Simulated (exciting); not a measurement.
Ac2O3, space group P-3m1, O K edge of atom 5, with 6 Ac at 2.78 Å (octahedral, site symmetry -3m); the tensor is averaged over the atoms equivalent by symmetry. Method: exciting, all-electron LAPW+lo, LDA, exchange and screened direct term (singlet BSE), 4×4×2 shifted k points, 46 conduction bands, |G+q| up to 3 bohr⁻¹, full RPA screening with nempty = 74, Lorentzian half width 0.45 eV.

```
Ac O
1.0
     4.08000    0.00000    0.00000
    -2.04000    3.53338    0.00000
     0.00000    0.00000    6.30000
Ac O
2 3
Direct
  0.66667 0.33333 0.76500
  0.33333 0.66667 0.23500
  0.66667 0.33333 0.37000
  0.33333 0.66667 0.63000
  0.00000 0.00000 0.00000
```

Energy from the Kohn–Sham onset, core level to the lowest empty state found on the meshes used; scaled to the maximum of the polarisation mean:

```tsv
E (eV)	curve 1	curve 2
-4.0	0.03	0.02
-3.5	0.03	0.03
-3.0	0.04	0.03
-2.5	0.06	0.04
-2.0	0.08	0.06
-1.5	0.12	0.09
-1.0	0.23	0.14
-0.5	0.54	0.27
0.0	1.12	0.57
0.5	1.01	0.97
1.0	0.76	1.28
1.5	0.58	1.03
2.0	0.52	0.81
2.5	0.55	0.58
3.0	0.75	0.58
3.5	0.75	0.52
4.0	0.66	0.55
4.5	0.54	0.62
5.0	0.42	0.43
5.5	0.36	0.25
6.0	0.36	0.23
6.5	0.40	0.22
7.0	0.31	0.16
7.5	0.19	0.11
8.0	0.17	0.10
8.5	0.15	0.12
9.0	0.13	0.16
9.5	0.09	0.17
10.0	0.08	0.17
10.5	0.07	0.13
11.0	0.07	0.11
11.5	0.08	0.10
12.0	0.09	0.10
12.5	0.09	0.14
13.0	0.09	0.25
13.5	0.09	0.28
14.0	0.09	0.19
14.5	0.10	0.16
15.0	0.11	0.16
15.5	0.13	0.13
16.0	0.17	0.10
16.5	0.19	0.10
17.0	0.23	0.10
17.5	0.25	0.11
18.0	0.23	0.10
18.5	0.21	0.12
19.0	0.23	0.13
19.5	0.24	0.16
20.0	0.21	0.18
```

The database entry behind the starting cell is an old determination (1949), so it need not match the best structure at ambient conditions.

Q: The curves are the diagonal elements of Im ε for ε ∥ c and ⊥ c. Which is which?

Curve 1: ε ⊥ c, maxima 0.1 eV (1.14), 3.2 eV (0.79) and 6.4 eV (0.40); 2 lower ones aren't listed. Curve 2: ε ∥ c, maxima 1.0 eV (1.28), 4.4 eV (0.62) and 13.3 eV (0.29); 1 lower ones aren't listed. A K edge probes the empty p states along ε, which follow the bonds' lengths and directions.

[Banner, clock and machine lines of the logs are left out without a mark of their own.]

[Logs are printed without paths, hosts, clocks, repeated set-up lines and the standing remarks that a program may print on its own settings, such as how far it seeks lower states.]

[Hosts, paths, dates, database ids (printed as entryN), source tags and the programs' standing remarks are cut or masked in the printed files.]
